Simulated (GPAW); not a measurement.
# Ballistic transport through an Ir chain with a Pd atom on top of one atom, from relaxation to T(E)

Aim: the conductance of an Ir chain with a Pd atom on top of one atom after relaxation, and whether geometry, basis or functional moves it most.

Main program and level: GPAW 26.7.0; GPAW LCAO, PAW setups; relaxation of the junction within the symmetry of its start, lead ends held, in the first sound run; inputs show where later runs differ.

This is a report of a sequence of runs, with most program output left out.

### 1. Starting point

The cell holds 18 atoms: 17 Ir and 1 Pd. Cell: a = 9.000 Å, b = 9.000 Å, c = 39.100 Å, α = 90.0°, β = 90.0°, γ = 90.0°. Regions: left lead, 8 atoms (8 Ir); channel, 2 atoms (1 Ir and 1 Pd); right lead, 8 atoms (8 Ir). Vacuum lies along a and b. The structure is stacked along c, and the current runs across the ab planes.

### 2. Relaxing the atoms

Transmission follows bond lengths closely, so the atoms between the held lead ends are relaxed first, within whatever symmetry the start has.

Input file run.py:

```python
import json
from ase import Atoms
from ase.constraints import FixAtoms
from ase.optimize import BFGS
from gpaw import GPAW, FermiDirac

device = Atoms(
    ['Ir', 'Ir', 'Ir', 'Ir', 'Ir', 'Ir', 'Ir', 'Ir', 'Ir', 'Pd', 'Ir', 'Ir', 'Ir', 'Ir', 'Ir', 'Ir', 'Ir', 'Ir'],
    positions=[
        [4.50000, 4.50000, 1.15000],
        [4.50000, 4.50000, 3.45000],
        [4.50000, 4.50000, 5.75000],
        [4.50000, 4.50000, 8.05000],
        [4.50000, 4.50000, 10.35000],
        [4.50000, 4.50000, 12.65000],
        [4.50000, 4.50000, 14.95000],
        [4.50000, 4.50000, 17.25000],
        [4.50000, 4.50000, 19.55000],
        [6.80000, 4.50000, 19.55000],
        [4.50000, 4.50000, 21.85000],
        [4.50000, 4.50000, 24.15000],
        [4.50000, 4.50000, 26.45000],
        [4.50000, 4.50000, 28.75000],
        [4.50000, 4.50000, 31.05000],
        [4.50000, 4.50000, 33.35000],
        [4.50000, 4.50000, 35.65000],
        [4.50000, 4.50000, 37.95000]],
    cell=[[9.0, 0.0, 0.0], [0.0, 9.0, 0.0], [0.0, 0.0, 39.1]],
    pbc=True)

device.set_constraint(FixAtoms([0, 1, 2, 3, 4, 5, 6, 11, 12, 13, 14, 15, 16, 17]))
device.calc = GPAW(mode='lcao', basis='dzp', xc='PBE', h=0.18,
                   kpts={'size': (1, 1, 2), 'gamma': True},
                   symmetry={'tolerance': 1e-3, 'extra_ids': [1, 1, 1, 1, 1, 1, 1, 0, 0, 0, 0, 1, 1, 1, 1, 1, 1, 1]},
                   occupations=FermiDirac(0.1), maxiter=250,
                   mixer=dict(beta=0.1, nmaxold=8, weight=100.0),
                   convergence=dict(density=0.0001), txt='relax.txt')
path = []
opt = BFGS(device, maxstep=0.15)
opt.attach(lambda: path.append((device.get_potential_energy(), device.positions.tolist(), device.get_forces().tolist())))
relaxed = bool(opt.run(fmax=0.05, steps=50))
json.dump(dict(relaxed=relaxed, path=path, positions=device.positions.tolist(), moments=device.get_magnetic_moments().tolist(),
               forces=device.get_forces(apply_constraint=False).tolist()), open('result.json', 'w'))
```

The run is started by

```sh
$ OMP_NUM_THREADS=1 OPENBLAS_NUM_THREADS=1 python run.py
```

Run time: 77 min. Hardware: 1 thread of Arm Neoverse V2, shared host; peak memory 2 GiB.

Step by step (22 of 30):

| step | energy less that of the first step (eV) | largest force (eV/Å) |
| --- | --- | --- |
| 1 | 0.0000 | 2.7145 |
| 2 | -0.1236 | 1.5700 |
| 4 | -0.2333 | 0.9258 |
| 5 | -0.3835 | 1.7916 |
| 7 | -0.6419 | 2.1032 |
| 8 | -0.6965 | 2.0349 |
| 9 | -0.8320 | 1.9475 |
| 11 | -1.1313 | 1.2260 |
| 12 | -1.1590 | 0.9065 |
| 13 | -1.2142 | 0.7819 |
| 15 | -1.3688 | 2.6877 |
| 16 | -1.5510 | 0.4956 |
| 18 | -1.5732 | 0.1137 |
| 19 | -1.5739 | 0.1069 |
| 20 | -1.5745 | 0.2307 |
| 22 | -1.5823 | 0.1145 |
| 23 | -1.5889 | 0.2328 |
| 24 | -1.5908 | 0.1894 |
| 26 | -1.5983 | 0.1938 |
| 27 | -1.6103 | 0.2966 |
| 29 | -1.6276 | 0.1538 |
| 30 | -1.6303 | 0.0316 |

The atoms that moved most (Å):

```
atom      dx     dy      dz  length
 Ir8   0.735  0.000   0.044   0.737
Ir11   0.735  0.000  -0.044   0.737
 Ir9  -0.221  0.000   0.000   0.221
```

The relaxation lowered the energy of the cell by 1.63 eV (energies extrapolated to zero smearing; the optimiser's log prints free energies). The largest force left on a free atom is 0.032 eV/Å.

### 3. Double-zeta polarised basis

Localised orbitals split the wire into layers that couple to their neighbours alone, which is what the Green's function method needs; double zeta with polarisation is the usual level for numbers.

This step: GPAW LCAO, PAW setups; Landauer transmission from Green's functions with principal layers (ASE), zero bias (GPAW 26.7.0).

Input file run.py:

```python
import json
import numpy as np
from ase import Atoms
from ase.transport.calculators import TransportCalculator
from gpaw import GPAW, FermiDirac
from gpaw.lcao.tools import get_lcao_hamiltonian
from scipy.linalg import eigh

# The junction with lead layers at both ends, along the third cell vector
device = Atoms(
    ['Ir', 'Ir', 'Ir', 'Ir', 'Ir', 'Ir', 'Ir', 'Ir', 'Ir', 'Pd', 'Ir', 'Ir', 'Ir', 'Ir', 'Ir', 'Ir', 'Ir', 'Ir'],
    positions=[
        [4.50000, 4.50000, 1.15000],
        [4.50000, 4.50000, 3.45000],
        [4.50000, 4.50000, 5.75000],
        [4.50000, 4.50000, 8.05000],
        [4.50000, 4.50000, 10.35000],
        [4.50000, 4.50000, 12.65000],
        [4.50000, 4.50000, 14.95000],
        [5.23536, 4.50000, 17.29363],
        [4.27871, 4.50000, 19.55000],
        [6.80147, 4.50000, 19.55000],
        [5.23536, 4.50000, 21.80637],
        [4.50000, 4.50000, 24.15000],
        [4.50000, 4.50000, 26.45000],
        [4.50000, 4.50000, 28.75000],
        [4.50000, 4.50000, 31.05000],
        [4.50000, 4.50000, 33.35000],
        [4.50000, 4.50000, 35.65000],
        [4.50000, 4.50000, 37.95000]],
    cell=[[9.0, 0.0, 0.0], [0.0, 9.0, 0.0], [0.0, 0.0, 39.1]],
    pbc=True)

# One principal layer of the lead: the first 5 atoms of the device
lead = Atoms(
    ['Ir', 'Ir', 'Ir', 'Ir', 'Ir'],
    positions=[
        [4.50000, 4.50000, 1.15000],
        [4.50000, 4.50000, 3.45000],
        [4.50000, 4.50000, 5.75000],
        [4.50000, 4.50000, 8.05000],
        [4.50000, 4.50000, 10.35000]],
    cell=[[9.0, 0.0, 0.0], [0.0, 9.0, 0.0], [0.0, 0.0, 11.5]],
    pbc=True)

settings = dict(mode='lcao', basis='dzp', xc='PBE', h=0.2,
                occupations=FermiDirac(0.1), maxiter=250,
                mixer=dict(beta=0.1, nmaxold=8, weight=100.0),
                convergence=dict(density=0.0001))
energies = np.arange(-2, 2 + 1e-9, 0.025)
eta = 0.0001
n1, n2 = 1, 1
# k and -k transmit alike, so half of the mesh across the current serves
mesh = [(i, j) for i in range(n1) for j in range(n2) if (i, j) <= (-i % n1, -j % n2)]
weights = np.array([1 if (i, j) == (-i % n1, -j % n2) else 2 for i, j in mesh]) / (n1 * n2)

# [... helper functions left out ...]
fermi_lead = ground_state(lead, (1, 1, 10), 'lead.txt')
fermi_device = ground_state(device, (1, 1, 2), 'device.txt')
# [... loop over the mesh left out, but for ...]
        # Shift the lead onto the potential of the device's first layer
        shift = ((H[:, 0, 0] - H0[:, 0, 0]) / S0[0, 0]).real.mean()
# [...]
kT = 8.617333e-5 * 300
bias = [0.1, 0.2, 0.5, 1.0, 1.5, 2.0]
# [... integrals and printing left out ...]
```

Run time: 4.3 min. Hardware: 1 thread; peak memory 1.5 GiB.

This step gave:

```
conductance                                    : 2.886 G₀
largest coupling past the next principal layer : 1.48e-6 eV
largest misfit of the first principal layer    : 0.05630 eV
shift that aligns the lead                     : -0.005017 eV
basis functions of the junction                : 486
basis functions of a principal layer           : 135
transmission at the Fermi level (one spin)     : 2.939
```

One spin. The transmission, zone mean by energy, zero at the Fermi level:

energy (eV), transmission, zone mean and a bar from the least value:
```
   -2.000       0.94 ####
   -1.900       0.95 ####
   -1.800       1.01 #####
   -1.700       1.14 ######
   -1.600       1.49 #########
   -1.500       2.32 ################
   -1.400       2.15 ##############
   -1.300       2.17 ##############
   -1.200       2.20 ###############
   -1.100       2.33 ################
   -1.000       2.60 ##################
   -0.900       2.86 ####################
   -0.800       2.89 #####################
   -0.700       2.86 ####################
   -0.600       2.84 ####################
   -0.500       2.87 ####################
   -0.400       3.61 ###########################
   -0.325       4.00 ##############################
   -0.300       3.84 #############################
   -0.200       3.54 ##########################
   -0.100       3.30 ########################
    0.000       2.94 #####################
    0.100       1.86 ############
    0.200       2.01 #############
    0.300       2.42 #################
    0.350       2.52 #################
    0.400       2.41 #################
    0.500       1.99 #############
    0.600       1.66 ##########
    0.700       1.44 ########
    0.800       1.29 #######
    0.900       1.21 ######
    1.000       1.15 ######
    1.100       1.14 ######
    1.200       1.17 ######
    1.300       1.26 #######
    1.400       1.37 ########
    1.500       1.46 ########
    1.575       1.49 #########
    1.600       1.49 #########
    1.700       1.43 ########
    1.800       1.27 #######
    1.900       0.82 ###
    2.000       0.47
```

Not self-consistent under bias; the bias window is split evenly. Current through one cell, from the zero-bias transmission against bias:

```csv
bias (V),"current through one cell, from the zero-bias transmission (μA)"
0.100,22.2
0.200,43.7
0.500,108
1.000,221
1.500,309
2.000,387
```

The transmission of the three most open eigenchannels by energy, zero at the Fermi level:

| energy (eV) | channel 1 | channel 2 | channel 3 |
| --- | --- | --- | --- |
| -2.000 | 0.622 | 0.262 | 0.0316 |
| -1.900 | 0.583 | 0.281 | 0.0576 |
| -1.800 | 0.563 | 0.324 | 0.0844 |
| -1.700 | 0.564 | 0.376 | 0.106 |
| -1.600 | 0.599 | 0.437 | 0.331 |
| -1.500 | 0.979 | 0.714 | 0.467 |
| -1.400 | 0.928 | 0.844 | 0.231 |
| -1.300 | 0.928 | 0.792 | 0.311 |
| -1.200 | 0.858 | 0.768 | 0.376 |
| -1.100 | 0.818 | 0.809 | 0.441 |
| -1.000 | 0.963 | 0.786 | 0.459 |
| -0.900 | 0.943 | 0.805 | 0.504 |
| -0.800 | 0.845 | 0.749 | 0.644 |
| -0.700 | 0.921 | 0.898 | 0.383 |
| -0.600 | 0.984 | 0.956 | 0.311 |
| -0.500 | 0.997 | 0.984 | 0.394 |
| -0.400 | 0.998 | 0.888 | 0.680 |
| -0.300 | 0.982 | 0.950 | 0.853 |
| -0.200 | 0.996 | 0.907 | 0.866 |
| -0.100 | 0.996 | 0.937 | 0.646 |
| 0.000 | 0.996 | 0.931 | 0.624 |
| 0.100 | 0.894 | 0.846 | 0.109 |
| 0.200 | 0.953 | 0.734 | 0.316 |
| 0.300 | 0.969 | 0.828 | 0.605 |
| 0.400 | 0.978 | 0.952 | 0.468 |
| 0.500 | 0.985 | 0.663 | 0.333 |
| 0.600 | 0.990 | 0.450 | 0.210 |
| 0.700 | 0.994 | 0.329 | 0.107 |
| 0.800 | 0.997 | 0.257 | 0.0360 |
| 0.900 | 0.994 | 0.211 | 0.00239 |
| 1.000 | 0.966 | 0.180 | 0.00704 |
| 1.100 | 0.933 | 0.158 | 0.0493 |
| 1.200 | 0.897 | 0.141 | 0.136 |
| 1.300 | 0.858 | 0.271 | 0.128 |
| 1.400 | 0.811 | 0.441 | 0.116 |
| 1.500 | 0.752 | 0.605 | 0.104 |
| 1.600 | 0.723 | 0.676 | 0.0911 |
| 1.700 | 0.778 | 0.580 | 0.0755 |
| 1.800 | 0.758 | 0.460 | 0.0532 |
| 1.900 | 0.535 | 0.264 | 0.0163 |
| 2.000 | 0.468 | 9.0e-8 | 4.1e-8 |

Couplings past the next layer reach 1.5e-6 eV, small enough to drop; the matrix elements of the cell's first layer differ from the bulk lead's by up to 0.056 eV. That layer keeps its own values in the calculation, and only beyond it is the lead taken as perfect. The Fermi levels of lead and junction count from different zeros of potential, one for each periodic cell; with both set to zero, the small remaining shift is what aligns them. Without spin-orbit coupling, which is large for these atoms, channel counts and T are those of the scalar-relativistic bands. By hand: G = 2.886 × 77.48 μS = 224 μS, a resistance of 4.47 kΩ; at 0.1 V a linear junction would pass 22.4 μA, and the integral over the bias window gives 22.2 μA.

### 4. GPAW, szp: basis = "szp(dzp)"

One radial function a shell plus polarisation makes the matrices smaller; the question is what that costs.

run.py: that of step 3 with these lines changed.

```diff
@@ -45,3 +45,3 @@
 
-settings = dict(mode='lcao', basis='dzp', xc='PBE', h=0.2,
+settings = dict(mode='lcao', basis='szp(dzp)', xc='PBE', h=0.2,
                 occupations=FermiDirac(0.1), maxiter=250,
```

It took 2.3 min on 1 thread; peak memory 1.4 GiB.

Numbers from this step:

| Item | Value |
| --- | --- |
| conductance | 3.003 G₀ |
| largest misfit of the first principal layer | 0.06476 eV |
| shift that aligns the lead | -0.008157 eV |
| basis functions of the junction | 270 |
| basis functions of a principal layer | 75 |
| transmission at the Fermi level (one spin) | 3.065 |

One spin. Transmission, zone mean against energy, zero at the Fermi level:

| energy (eV) | transmission, zone mean |
| --- | --- |
| -2.000 | 0.951 |
| -1.900 | 0.970 |
| -1.800 | 1.03 |
| -1.700 | 1.42 |
| -1.650 | 2.13 |
| -1.600 | 1.94 |
| -1.500 | 1.67 |
| -1.400 | 1.63 |
| -1.300 | 1.98 |
| -1.200 | 2.18 |
| -1.100 | 2.41 |
| -1.000 | 2.66 |
| -0.900 | 2.90 |
| -0.800 | 2.95 |
| -0.700 | 2.88 |
| -0.600 | 2.97 |
| -0.500 | 3.61 |
| -0.400 | 4.05 |
| -0.375 | 4.07 |
| -0.300 | 3.75 |
| -0.200 | 3.61 |
| -0.100 | 3.40 |
| 0.000 | 3.07 |
| 0.100 | 1.89 |
| 0.200 | 1.93 |
| 0.300 | 2.29 |
| 0.350 | 2.41 |
| 0.400 | 2.33 |
| 0.500 | 1.91 |
| 0.600 | 1.59 |
| 0.700 | 1.39 |
| 0.800 | 1.26 |
| 0.900 | 1.21 |
| 1.000 | 1.17 |
| 1.100 | 1.18 |
| 1.200 | 1.24 |
| 1.300 | 1.36 |
| 1.400 | 1.49 |
| 1.500 | 1.59 |
| 1.575 | 1.62 |
| 1.600 | 1.61 |
| 1.700 | 1.55 |
| 1.800 | 1.41 |
| 1.900 | 1.07 |
| 2.000 | 0.528 |

Not self-consistent under bias; the bias window is split evenly. The current through one cell, from the zero-bias transmission by bias:

| bias (V) | current through one cell, from the zero-bias transmission (μA) |
| --- | --- |
| 0.100 | 23.1 |
| 0.200 | 45.3 |
| 0.500 | 110 |
| 1.000 | 227 |
| 1.500 | 317 |
| 2.000 | 396 |

Table of transmission of the three most open eigenchannels by energy, zero at the Fermi level:

```
energy (eV)  channel 1  channel 2  channel 3
     -2.000      0.635      0.277     0.0360
     -1.800      0.592      0.367     0.0517
     -1.600      0.736      0.676      0.481
     -1.400      0.936      0.570      0.126
     -1.200      0.838      0.812      0.423
     -1.000      0.975      0.785      0.550
     -0.800      0.849      0.742      0.700
     -0.600      0.975      0.958      0.348
     -0.400      0.994      0.959      0.906
     -0.200      0.994      0.921      0.855
      0.000      0.996      0.934      0.718
      0.200      0.959      0.655      0.313
      0.400      0.981      0.965      0.369
      0.600      0.990      0.446      0.145
      0.800      0.991      0.258     0.0160
      1.000      0.972      0.183     0.0176
      1.200      0.908      0.188      0.146
      1.400      0.820      0.550      0.123
      1.600      0.831      0.677      0.104
      1.800      0.866      0.472     0.0731
      2.000      0.528     1.2e-7     2.4e-8
```

The conductance, 3.00 G₀, lies 4.0 % above that of the dzp run.

### 5. GPAW, sz: basis = "sz(dzp)"

The minimal basis is the cheapest rung: no second zeta and no polarisation.

run.py: that of step 4 with these lines changed.

```diff
@@ -45,3 +45,3 @@
 
-settings = dict(mode='lcao', basis='szp(dzp)', xc='PBE', h=0.2,
+settings = dict(mode='lcao', basis='sz(dzp)', xc='PBE', h=0.2,
                 occupations=FermiDirac(0.1), maxiter=250,
```

Run time: 1.7 min. Hardware: 1 thread; peak memory 1.4 GiB.

This step gave:

* conductance: 3.040 G₀
* largest coupling past the next principal layer: 1.47e-6 eV
* largest misfit of the first principal layer: 0.03972 eV
* shift that aligns the lead: -0.009631 eV
* basis functions of the junction: 216
* basis functions of a principal layer: 60
* transmission at the Fermi level (one spin): 3.101

One spin. Transmission, zone mean against energy, zero at the Fermi level:

```csv
energy (eV),"transmission, zone mean"
-2.000,0.973
-1.800,1.09
-1.700,2.14
-1.600,1.83
-1.400,1.79
-1.200,2.26
-1.000,2.71
-0.800,2.98
-0.600,3.05
-0.400,4.00
-0.375,4.04
-0.200,3.65
0.000,3.10
0.200,1.86
0.375,2.35
0.400,2.31
0.600,1.59
0.800,1.27
1.000,1.17
1.200,1.23
1.400,1.45
1.550,1.55
1.600,1.54
1.800,1.30
2.000,0.585
```

The conductance, 3.04 G₀, lies 5.3 % above that of the dzp run.

### 6. LDA in the dzp basis: xc = "LDA"

Back in the dzp basis, the functional changes from PBE to LDA, to set the spread between functionals beside that between bases.

run.py: that of step 5 with these lines changed.

```diff
@@ -45,3 +45,3 @@
 
-settings = dict(mode='lcao', basis='sz(dzp)', xc='PBE', h=0.2,
+settings = dict(mode='lcao', basis='dzp', xc='LDA', h=0.2,
                 occupations=FermiDirac(0.1), maxiter=250,
```

Wall time 3.8 min (1 thread); peak memory 1.5 GiB.

This step gave:

| Item | Value |
| --- | --- |
| conductance | 2.944 G₀ |
| largest coupling past the next principal layer | 1.53e-6 eV |
| largest misfit of the first principal layer | 0.05909 eV |
| shift that aligns the lead | -0.007121 eV |
| basis functions of the junction | 486 |
| basis functions of a principal layer | 135 |
| transmission at the Fermi level (one spin) | 2.998 |

The conductance, 2.94 G₀, lies 2.0 % above that of the dzp run.

### 7. Without the relaxation: geometry = "as built"

The dzp basis with PBE on the structure as first built shows what the relaxation was worth.

run.py: that of step 6 with these lines changed.

```diff
@@ -19,6 +19,6 @@
         [4.50000, 4.50000, 14.95000],
-        [5.23536, 4.50000, 17.29363],
-        [4.27871, 4.50000, 19.55000],
-        [6.80147, 4.50000, 19.55000],
-        [5.23536, 4.50000, 21.80637],
+        [4.50000, 4.50000, 17.25000],
+        [4.50000, 4.50000, 19.55000],
+        [6.80000, 4.50000, 19.55000],
+        [4.50000, 4.50000, 21.85000],
         [4.50000, 4.50000, 24.15000],
@@ -45,3 +45,3 @@
 
-settings = dict(mode='lcao', basis='dzp', xc='LDA', h=0.2,
+settings = dict(mode='lcao', basis='dzp', xc='PBE', h=0.2,
                 occupations=FermiDirac(0.1), maxiter=250,
```

The job ended after 4.2 min (1 thread; peak memory 1.5 GiB).

Numbers from this step:

* conductance: 5.165 G₀
* largest coupling past the next principal layer: 1.48e-6 eV
* largest misfit of the first principal layer: 0.02181 eV
* shift that aligns the lead: 0.002825 eV
* transmission at the Fermi level (one spin): 5.294
* open channels of the lead at the Fermi level (one spin): 6

One spin. Table of transmission, zone mean by energy, zero at the Fermi level:

```
energy (eV)  transmission, zone mean
     -2.000                     3.05
     -1.900                     3.05
     -1.800                     3.00
     -1.700                     2.96
     -1.600                     2.91
     -1.500                     2.83
     -1.400                     3.06
     -1.300                     3.29
     -1.200                     3.61
     -1.100                     3.85
     -1.000                     3.87
     -0.900                     3.91
     -0.800                     4.21
     -0.700                     4.54
     -0.600                     4.80
     -0.500                     4.99
     -0.400                     5.16
     -0.300                     5.31
     -0.200                     5.41
     -0.125                     5.44
     -0.100                     5.44
      0.000                     5.29
      0.100                     3.11
      0.200                     3.80
      0.300                     3.85
      0.350                     3.85
      0.400                     3.85
      0.500                     3.84
      0.600                     3.81
      0.700                     3.77
      0.800                     3.63
      0.900                     2.99
      1.000                     2.95
      1.100                     2.92
      1.200                     2.89
      1.300                     2.85
      1.400                     2.80
      1.500                     2.74
      1.600                     2.68
      1.700                     2.61
      1.800                     2.55
      1.900                     2.45
      2.000                    0.988
```

The conductance, 5.17 G₀, lies 79 % above that of the dzp run.

### 8. All levels side by side

Times are for 1 thread of Arm Neoverse V2, shared host. The runs compared:

```
no.      run  conductance (G₀)     time  memory (GiB)
  1      dzp             2.886  4.3 min           1.5
  2      szp             3.003  2.3 min           1.4
  3       sz             3.040  1.7 min           1.4
  4  dzp LDA             2.944  3.8 min           1.5
  5  asbuilt             5.165  4.2 min           1.5
```

(Continued in part 2 of 2.)

[Logs are printed without paths, hosts, clocks, repeated set-up lines and the standing remarks that a program may print on its own settings, such as how far it seeks lower states.]

[Hosts, paths, dates, database ids (printed as entryN), source tags and the programs' standing remarks are cut or masked in the printed files.]
